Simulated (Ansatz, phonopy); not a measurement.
# How CaO (Lime, Fm-3m) expands on warming, part 2 of 2

How much does CaO (Lime) expand with temperature?

Experimental results on record:
- heat capacity C_P per formula unit 42.2 J/mol/K and bulk modulus 113 GPa near room temperature (given in “High-Throughput Prediction of Finite-Temperature Properties using the Quasi-Harmonic Approximation”, 2016, arXiv:1603.06924)

Ansatz 0.2.0; DFT r2SCAN, scalar-relativistic, plane waves, PAW.

So far. Step 2 (A first coarse run): The start is under -1.3 GPa at this level and looks like an insulator or semiconductor on this mesh. Step 4 (Relaxing to small residual forces and stress): The residual pressure is -0.0039 GPa, small enough for phonons. The relaxed cell has a = 4.795 Å (conventional setting).

## Step 5: Phonons on strained cells

Thermal expansion follows from how the free energy of the vibrations (and of the electrons in a metal) changes with strain, so the program makes strained cells, their phonons and a fit in one run.

File input.yaml:

```yaml
crystal:
  lattice:
    - [0.0, 2.3974452296, 2.3974452296]
    - [2.3974452296, 0.0, 2.3974452296]
    - [2.3974452296, 2.3974452296, 0.0]
  atoms:
    - { symbol: Ca, position: [0.0, 0.0, 0.0] }
    - { symbol: O, position: [0.5, 0.5, 0.5] }
kpoints:
  mp_grid: { grid: [8, 8, 8] }
hamiltonian:
  xc: r2scan
scf:
  occupations: { method: fixed }
  lower_state_search: "off"
output:
  eigenvalues: true
phonons:
  method: dfpt
  qmesh: [4, 4, 4]
  temperatures: { t_max: 1200.0, t_step: 50 }
  thermal_expansion: {}
```

Launch:

```bash
ansatz run input.yaml --threads 4 --pin off --max-ram 16384MiB --backend cpu --events-out ev --progress --plain --runs-dir out
```

Numbers of over 12 decimals in the logs are rounded to 6 here.

What it wrote:

```text
[...]
Crystal: 2 atoms, lattice volume = 27.560 Å³
Basis set: ecut = 580 eV, 893 PW (Γ), exchange–correlation on 216×216×216 points (512 copies of the dense FFT grid, shifted against one another)
Bands: 12, of which v1, the nominal top of the filled ones, is band 8 counted from 1 (7 counted from 0)
Symmetry: 48 space group operations
[...]
k-points: 29 of 512
[...]
SCF iter   1: F=-2394.073865 eV  HF=-2394.022795 eV  |F-HF|=5.11e-2  |Δ(HF+E_count)|=         —  Δρ=1.10e-2  dr2=4.05e-2  dr2_τ=6.09e-2  ethr=1.77e-3  ⟨swp⟩=4.6  Hψ=2161  notcnv=0  defer=13
[...]
SCF iter   8: F=-2394.096691 eV  HF=-2394.096691 eV  |F-HF|=1.82e-12  |Δ(HF+E_count)|=  1.82e-10  Δρ=1.72e-7  dr2=2.60e-12  dr2_τ=9.40e-13  ethr=1.00e-12  ⟨swp⟩=5.2  Hψ=2147  notcnv=0
SCF 1 converged in 8 iterations: F = -2394.096691 eV  dr2 = 2.60e-12
[...]
relax step   1: F+E_penalty+E_count = -2394.09669105 eV  Δ(F+E_penalty+E_count) = +0.000e0 eV  max|allowed force component| = 1.328e-29 eV/Å  Δτ_max = 0.0000 Å  (8 SCF iters, accepted)
SCF converged after 8 iterations
Free energy (F): -2394.096691 eV
[...]
Internal energy: -2394.096691 eV  (E = F + TS)
E sigma→0 (E₀):  -2394.096691 eV
Fermi energy:    7.430285 eV
[...]
--- Stress (GPa, compression-positive) ---
       -0.016668      -0.000000      -0.000000
        0.000000      -0.016668       0.000000
       -0.000000       0.000000      -0.016668
  P = ⅓ Tr σ = -0.0167 GPa (-0.167 kbar)
--- Band table (eV; the first three rows and the last of 29) ---
  k-point 0: bands = [... 4 lower, -9.0511, 7.4303, 7.4303, 7.4303, 12.9263, 14.3010, 14.3010, 14.3010]
  k-point 1: bands = [... 4 lower, -8.7961, 6.9154, 7.2226, 7.2226, 13.6071, 14.2568, 14.5726, 14.5726]
  k-point 2: bands = [... 4 lower, -8.3047, 5.9247, 6.7738, 6.7738, 14.3308, 15.0864, 15.2867, 15.2867]
  k-point 28: bands = [... 4 lower, -8.3833, 6.1444, 6.3832, 6.3832, 14.3816, 14.3816, 16.6001, 17.7028]
── thermal expansion: 3 new cells, 3 in all ──
thermal expansion: relaxation of cell 2
thermal expansion: relaxation of cell 3
── thermal expansion: 2 new cells, 5 in all ──
thermal expansion: relaxation of cell 4
thermal expansion: phonons of cell 4
thermal expansion: relaxation of cell 5
thermal expansion: phonons of cell 5
── thermal expansion: 6 new cells, 11 in all ──
thermal expansion: relaxation of cell 6
thermal expansion: relaxation of cell 7
thermal expansion: relaxation of cell 8
thermal expansion: relaxation of cell 9
thermal expansion: relaxation of cell 10
thermal expansion: relaxation of cell 11
thermal expansion: phonons of cell 6
thermal expansion: phonons of cell 7
thermal expansion: phonons of cell 8
--- Relaxed structure (1 steps of the walk, 1 accepted, 0 SCFs on fresh bases) ---
  F+E_penalty+E_count = -2394.09669105 eV   max|allowed force component| = 1.328e-29 eV/Å
  atoms:
    - { symbol: Ca, position: [0.0, 0.0, 0.0] }
    - { symbol: O, position: [0.5, 0.5, 0.5] }
--- Thermal expansion: 11 cells in 3 rounds, 0 GPa ---
  no lower state was looked for at cell 4: scf.lower_state_search: off
  without vibrations: a 3.39034, b 3.39034, c 3.39034 Å, V 27.5560 Å³, B 116.83 GPa
  at 0 K: a 3.39974, b 3.39974, c 3.39974 Å, V 27.7857 Å³, B 113.79 GPa
  zero-point expansion: a +0.277, b +0.277, c +0.277, V +0.834 %
      T/K        a/Å        b/Å        c/Å       V/Å³ | expansion of a, b, c, V (1e-6/K)   | that of V in the mean from 25 °C | C_P, C_V (J/mol K of the cell) | B_T, B_S (GPa)
     0.00    3.39974    3.39974    3.39974    27.7857 |    0.00    0.00    0.00    0.00 |   20.12 |     0.000     0.000 |   113.79   113.79
   150.00    3.40127    3.40127    3.40127    27.8233 |    7.85    7.85    7.85   23.55 |   31.43 |    27.840    27.684 |   112.40   113.04
   298.15    3.40656    3.40656    3.40656    27.9534 |   12.27   12.27   12.27   36.80 |       - |    42.870    42.131 |   108.88   110.79
   400.00    3.41106    3.41106    3.41106    28.0643 |   13.55   13.55   13.55   40.64 |   38.95 |    46.541    45.355 |   106.19   108.97
   550.00    3.41835    3.41835    3.41835    28.2444 |   14.83   14.83   14.83   44.48 |   41.34 |    49.330    47.443 |   101.99   106.05
   700.00    3.42624    3.42624    3.42624    28.4406 |   15.93   15.93   15.93   47.79 |   43.37 |    51.053    48.383 |    97.54   102.93
   850.00    3.43473    3.43473    3.43473    28.6524 |   17.07   17.07   17.07   51.20 |   45.31 |    52.448    48.880 |    92.83    99.61
  1000.00    3.44385    3.44385    3.44385    28.8814 |   18.34   18.34   18.34   55.03 |   47.30 |    53.798    49.172 |    87.83    96.10
  1150.00    3.45372    3.45372    3.45372    29.1303 |   19.85   19.85   19.85   59.54 |   49.42 |    55.259    49.358 |    82.51    92.38
  1200.00    3.45719    3.45719    3.45719    29.2184 |   20.42   20.42   20.42   61.25 |   50.18 |    55.794    49.405 |    80.66    91.09
  the static fit leaves 0.004 meV an atom of the energies and, of the stresses, 0.000 GPa of each cell's largest along a strain (root mean squares over the cells), whose Pulay part it has at -0.064 GPa
  vibrations' free energy: its fit leaves 0.0011 meV an atom at the most
  the electrons' free energy at temperature is not in it: every band gap is over 1.24 eV
  free energies summed between the sampled wave vectors
  estimated error of the fitted expansion in any direction: up to 0.087e-6/K, at 1200 K (an estimate, not a bound: it was exceeded on models of known expansion)
  by sums over the sampled wave vectors an expansion of the volume parts by up to 0.21e-6/K
  by a static energy of one degree less an expansion of the volume parts by up to 0.12e-6/K
  the FFT grids of the static calculations differ: 27 × 27 × 27, 30 × 30 × 30
  band gaps on the cells' k-points are 4.190 to 4.204 eV
```

The job ended after 40 min (4 threads of Arm Neoverse V1, shared host; peak memory 3.6 GiB; 2.6 h of CPU time).

This step gave:

| Item | Value |
| --- | --- |
| pressure | -0.01667 GPa |
| volume expansion coefficient at 298 K | 36.80 1e-6/K |
| C_P at 298 K | 21.43 J/mol-atom/K |
| entropy at 298 K | 20.28 J/mol-atom/K |
| isothermal bulk modulus at 298 K | 108.9 GPa |
| Grüneisen parameter at 298 K | 1.601 |
| volume at 298 K | 13.98 Å³/atom |
| principal linear expansion coefficients at 298 K | 12.27, 12.27, 12.27 1e-6/K |

Strained cells of the study; zero-point energy where phonons were solved; the pressures are stresses at a fixed cutoff and can carry an offset from the finite basis. Expansion cells, by row:

```tsv
cell	|a| (Å)	|b| (Å)	|c| (Å)	V (Å³/atom)	E - E_lowest (meV/atom)	pressure, compression positive (GPa)	gap (eV)	zero-point energy (meV/atom)
1	3.39	3.39	3.39	13.78	0	-0.08	4.199	-
2	3.418	3.418	3.418	14.11	2.849	-2.728	4.203	-
3	3.364	3.364	3.364	13.45	2.881	2.858	4.192	-
4	3.391	3.391	3.391	13.78	0	-0.087	4.199	54.8
5	3.408	3.408	3.408	13.99	1.136	-1.777	4.202	53.56
6	3.432	3.432	3.432	14.29	6.452	-3.987	4.204	51.82
7	3.452	3.452	3.452	14.55	14.26	-5.712	4.204	50.33
8	3.473	3.473	3.473	14.81	24.97	-7.299	4.203	48.84
9	3.357	3.357	3.357	13.37	4.535	3.638	4.19	-
10	3.374	3.374	3.374	13.58	1.11	1.716	4.195	-
11	3.501	3.501	3.501	15.17	43.34	-9.199	4.199	-
```

Quasi-harmonic; a, b, c are the run's own cell vectors. Expansion, by row:

```tsv
T (K)	a (Å)	b (Å)	c (Å)	alpha (deg)	beta (deg)	gamma (deg)	cell volume (Å³/cell)	alpha_a (1e-6/K)	alpha_b (1e-6/K)	alpha_c (1e-6/K)	alpha_V (1e-6/K)	C_P (J/mol-atom/K)	C_V (J/mol-atom/K)	S (J/mol-atom/K)	B_T (GPa)	B_S (GPa)	Grueneisen	extrapolation	fit error (1e-6/K)
0	3.4	3.4	3.4	60	60	60	27.79	0	0	0	0	0	0	0	113.8	113.8	-	0	0
50	3.4	3.4	3.4	60	60	60	27.79	0.79	0.79	0.79	2.36	1.529	1.529	0.442	113.8	113.8	1.47	0	0
100	3.4	3.4	3.4	60	60	60	27.8	4.51	4.51	4.51	13.54	8.105	8.088	3.403	113.3	113.5	1.588	0	0
150	3.401	3.401	3.401	60	60	60	27.82	7.85	7.85	7.85	23.55	13.92	13.84	7.865	112.4	113	1.602	0	0.01
200	3.403	3.403	3.403	60	60	60	27.86	9.98	9.98	9.98	29.95	17.64	17.47	12.42	111.3	112.4	1.601	0	0.01
250	3.405	3.405	3.405	60	60	60	27.91	11.35	11.35	11.35	34.06	19.97	19.7	16.63	110.1	111.6	1.6	0	0.01
298.1	3.407	3.407	3.407	60	60	60	27.95	12.27	12.27	12.27	36.8	21.43	21.07	20.28	108.9	110.8	1.601	0	0.01
300	3.407	3.407	3.407	60	60	60	27.96	12.3	12.3	12.3	36.89	21.48	21.11	20.41	108.8	110.8	1.601	0	0.01
350	3.409	3.409	3.409	60	60	60	28.01	12.99	12.99	12.99	38.98	22.52	22.04	23.8	107.5	109.9	1.604	0	0.01
400	3.411	3.411	3.411	60	60	60	28.06	13.55	13.55	13.55	40.64	23.27	22.68	26.86	106.2	109	1.608	0	0.01
450	3.413	3.413	3.413	60	60	60	28.12	14.02	14.02	14.02	42.06	23.84	23.13	29.64	104.8	108	1.614	0	0.01
500	3.416	3.416	3.416	60	60	60	28.18	14.44	14.44	14.44	43.31	24.29	23.47	32.17	103.4	107	1.62	0	0.01
550	3.418	3.418	3.418	60	60	60	28.24	14.83	14.83	14.83	44.48	24.66	23.72	34.51	102	106	1.627	0	0.02
600	3.421	3.421	3.421	60	60	60	28.31	15.2	15.2	15.2	45.6	24.98	23.92	36.67	100.5	105	1.634	0	0.02
650	3.424	3.424	3.424	60	60	60	28.37	15.56	15.56	15.56	46.69	25.27	24.07	38.68	99.06	104	1.642	0	0.02
700	3.426	3.426	3.426	60	60	60	28.44	15.93	15.93	15.93	47.79	25.53	24.19	40.56	97.54	102.9	1.65	0	0.03
750	3.429	3.429	3.429	60	60	60	28.51	16.3	16.3	16.3	48.89	25.77	24.29	42.33	96	101.8	1.659	0	0.03
800	3.432	3.432	3.432	60	60	60	28.58	16.68	16.68	16.68	50.03	26	24.37	44	94.43	100.7	1.668	0	0.04
850	3.435	3.435	3.435	60	60	60	28.65	17.07	17.07	17.07	51.2	26.22	24.44	45.58	92.83	99.61	1.678	0	0.04
900	3.438	3.438	3.438	60	60	60	28.73	17.47	17.47	17.47	52.41	26.45	24.5	47.09	91.2	98.46	1.688	0	0.05
950	3.441	3.441	3.441	60	60	60	28.8	17.9	17.9	17.9	53.69	26.67	24.55	48.52	89.53	97.29	1.698	0	0.04
1000	3.444	3.444	3.444	60	60	60	28.88	18.34	18.34	18.34	55.03	26.9	24.59	49.9	87.83	96.1	1.71	0	0.04
1050	3.447	3.447	3.447	60	60	60	28.96	18.81	18.81	18.81	56.44	27.13	24.62	51.22	86.1	94.88	1.721	0	0.03
1100	3.45	3.45	3.45	60	60	60	29.04	19.31	19.31	19.31	57.94	27.38	24.65	52.48	84.33	93.64	1.733	0	0.02
1150	3.454	3.454	3.454	60	60	60	29.13	19.85	19.85	19.85	59.54	27.63	24.68	53.71	82.51	92.38	1.746	0	0.04
1200	3.457	3.457	3.457	60	60	60	29.22	20.42	20.42	20.42	61.25	27.9	24.7	54.89	80.66	91.09	1.759	0	0.09
```

Table of expansion coefficient by temperature; values in 1e-6/K:

```tsv
temperature (K)	volume	principal 1
0	0	0
50	2.36	0.79
100	13.5	4.51
150	23.6	7.85
200	29.9	9.98
250	34.1	11.3
298	36.8	12.3
300	36.9	12.3
350	39.0	13.0
400	40.6	13.6
450	42.1	14.0
500	43.3	14.4
550	44.5	14.8
600	45.6	15.2
650	46.7	15.6
700	47.8	15.9
750	48.9	16.3
800	50.0	16.7
850	51.2	17.1
900	52.4	17.5
950	53.7	17.9
1000	55.0	18.3
1050	56.4	18.8
1100	57.9	19.3
1150	59.5	19.9
1200	61.2	20.4
```

At 298 K the volume expansion is 36.8 × 10⁻⁶/K and B_T is 109 GPa. The program raised the cutoff to 580 eV by itself: with no cutoff typed, the study takes about 1.16 times the default for its relaxations and scales it with the volume for the phonons.

## Step 6: Free-energy fit

This step: DFT r2SCAN, scalar-relativistic, plane waves, PAW (phonopy 4.10.0).

Numbers from this step:

* volume expansion coefficient at 300 K: 36.74 1e-6/K
* isothermal bulk modulus at 300 K: 108.9 GPa
* C_P at 300 K: 21.51 J/mol-atom/K
* Grüneisen parameter at 300 K: 1.596

The energy (each curve on its own zero) by volume; values in meV/atom:

```tsv
volume (Å³/atom)	static	F at 0 K	F at 300 K	F at 1200 K
13.781	0	2.93	5.17	18.2
13.989	1.14	2.83	4.2	12
14.288	6.45	6.4	6.45	6.53
14.549	14.3	12.7	11.6	4.72
14.814	25.0	21.9	19.4	5.37
```

Phonopy-qha, vinet fit of F(V) at each temperature. Qha vinet, by row:

```tsv
T (K)	fitted volume (Å³/atom)	alpha_V (1e-6/K)	B_T (GPa)	C_P (J/mol-atom/K)	Grueneisen
100	13.9	13.25	113.3	7.756	1.554
150	13.91	22.93	112.4	13.73	1.561
200	13.93	29.57	111.3	17.59	1.581
250	13.95	33.84	110.2	19.97	1.59
300	13.98	36.74	108.9	21.51	1.596
350	14	38.88	107.6	22.55	1.601
400	14.03	40.57	106.3	23.3	1.607
450	14.06	42	104.9	23.87	1.613
500	14.09	43.26	103.5	24.32	1.619
550	14.12	44.44	102.1	24.69	1.626
600	14.15	45.56	100.6	25.01	1.634
650	14.19	46.65	99.13	25.29	1.642
700	14.22	47.75	97.62	25.54	1.65
750	14.25	48.86	96.08	25.78	1.659
800	14.29	50	94.51	26.01	1.668
850	14.33	51.17	92.9	26.24	1.678
900	14.36	52.39	91.27	26.46	1.688
950	14.4	53.66	89.61	26.68	1.699
1000	14.44	55	87.91	26.91	1.71
1050	14.48	56.41	86.18	27.14	1.722
1100	14.52	57.9	84.42	27.38	1.734
1150	14.56	59.49	82.62	27.63	1.747
```

The volume expansion coefficient by temperature; values in 1e-6/K:

```tsv
temperature (K)	phonopy-qha, Vinet	Ansatz's own study
100	13.2	13.5
150	22.9	23.6
200	29.6	29.9
250	33.8	34.1
300	36.7	36.9
350	38.9	39.0
400	40.6	40.6
450	42	42.1
500	43.3	43.3
550	44.4	44.5
600	45.6	45.6
650	46.6	46.7
700	47.8	47.8
750	48.9	48.9
800	50	50.0
850	51.2	51.2
900	52.4	52.4
950	53.7	53.7
1000	55	55.0
1050	56.4	56.4
1100	57.9	57.9
1150	59.5	59.5
```

The fit gives a volume expansion of 36.7 × 10⁻⁶/K at 300 K, against 36.8 at 298 K from the study itself, whose static fit uses more cells.

## Step 7: Outcome

```json
{"settings of these figures": "r2SCAN, 580 eV, k 8×8×8, q 4×4×4", "volume expansion coefficient at 298 K": "36.80 1e-6/K", "C_P at 298 K": "21.43 J/mol-atom/K", "entropy at 298 K": "20.28 J/mol-atom/K", "isothermal bulk modulus at 298 K": "108.9 GPa", "Grüneisen parameter at 298 K": "1.601", "volume at 298 K": "13.98 Å³/atom", "principal linear expansion coefficients at 298 K": "12.27, 12.27, 12.27 1e-6/K"}
```

In words: Near room temperature CaO (Lime) expands by 36.8 × 10⁻⁶/K in volume by r2SCAN, with C_P = 21.4 J/(mol K) per mole of atoms and B_T = 109 GPa. C_P at room temperature is 86 % of the classical 3R an atom, so the stiffest modes are still partly frozen out. A measured bulk modulus near room temperature is 113 GPa (arXiv:1603.06924); the calculated 109 GPa differs by -4 %. The table does not say whether its value is isothermal or adiabatic. A measured heat capacity per formula unit near room temperature is 42.2 J/mol/K (arXiv:1603.06924); the calculated 42.9 J/mol/K differs by +2 %. The PAW files were made for PBE and are used here under another functional, for which the program regenerates the frozen cores.

[Logs are printed without paths, hosts, clocks, repeated set-up lines and the standing remarks that a program may print on its own settings, such as how far it seeks lower states.]

[Hosts, paths, dates, database ids (printed as entryN), source tags and the programs' standing remarks are cut or masked in the printed files.]

[A step with changed settings may run another functional than the one named; its input shows which.]
